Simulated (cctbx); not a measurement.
# Interatomic vectors of CaYb

Space group Cm (no. 8), a = 13.4810 Å, b = 3.6350 Å, c = 8.4720 Å, α = 90.00°, β = 107.46°, γ = 90.00°, content Yb6 Ca6.

The data are simulated with cctbx, not measured: Cu Kα, λ = 1.54184 Å, to d = 0.83 Å, 80 % of the full sphere, strongest reflection 20000 counts, noise from counting, a 2 % proportional error and a noise floor of 4 counts (s.d.); no absorption.

Patterson synthesis, origin scaled to 1000:

```text
Patterson group C 1 2/m 1
      u       v       w   height  length (A)
  0.000   0.000   0.000   1000.0     0.00
  0.158   0.500   0.333    507.5     3.50
  0.129   0.500   0.758    373.4     3.56
  0.025   0.000   0.575    326.7     3.72
  0.212   0.500   0.912    233.0     3.65
  0.067   0.000   0.935     21.8     1.19
  0.094   0.000   0.063     16.2     1.22
  0.067   0.230   0.015     14.7     1.21
  0.019   0.000   0.147     14.7     1.19
  0.008   0.248   0.911     13.0     1.20
  0.030   0.224   0.109     12.7     1.21
  0.161   0.500   0.198     12.3     2.94
  0.176   0.259   0.255     11.2     2.85
  0.076   0.298   0.643     10.8     3.64
```

Q: Assign the vectors.

A peak at u stands for all pairs with xi − xj = u, with weight Σ ZiZj against Σ Z² = 31800 at the origin. Peak heights follow these weights only roughly, since form factors, motion and series ripples differ, all vectors within 0.55 Å of a peak are counted as merged into it though the farther ones add only part of their weight, and F(000) is left out, which lowers the whole map:

| u | v | w | shortest length (Å) | height | 1000 ΣZiZj/ΣZ² | pairs in the cell |
| --- | --- | --- | --- | --- | --- | --- |
| 0.158 | 0.500 | 0.333 | 3.49 | 508 | 597 | 2 × Yb–Yb, 6 × Yb–Ca, 2 × Ca–Ca |
| 0.129 | 0.500 | 0.758 | 3.56 | 373 | 421 | 2 × Yb–Yb, 2 × Yb–Ca, 2 × Ca–Ca |
| 0.025 | 0.000 | 0.575 | 3.72 | 327 | 333 | 2 × Yb–Yb, 2 × Ca–Ca |
| 0.212 | 0.500 | 0.912 | 3.65 | 233 | 264 | 6 × Yb–Ca |

The table stops at ten peaks or at a height of 45, below which ripples compete. In the model behind the data Yb, the heaviest element, has 3 independent sites: (0.1483, 1/2, 0.3155), (0.1266, 1/2, 0.7430) and (0.0006, 0, 0.9839), up to an allowed shift of origin; the Yb–Yb vectors are differences of these positions and their symmetry mates. The whole model:

```
atom  mult.       x    y       z  Ueq (Å²)
 Yb1      2  0.1483  1/2  0.3155    0.0083
 Yb2      2  0.1266  1/2  0.7430    0.0082
 Yb3      2  0.0006    0  0.9839    0.0081
 Ca1      2  0.2949    0  0.0797    0.0107
 Ca2      2  0.4254  1/2  0.3895    0.0106
 Ca3      2  0.3389    0  0.6522    0.0102
```

The model is made up (kin elements in a known structure type, no relaxation), so it says nothing on whether the phase exists.

[Logs are printed without paths, hosts, clocks, repeated set-up lines and the standing remarks that a program may print on its own settings, such as how far it seeks lower states.]
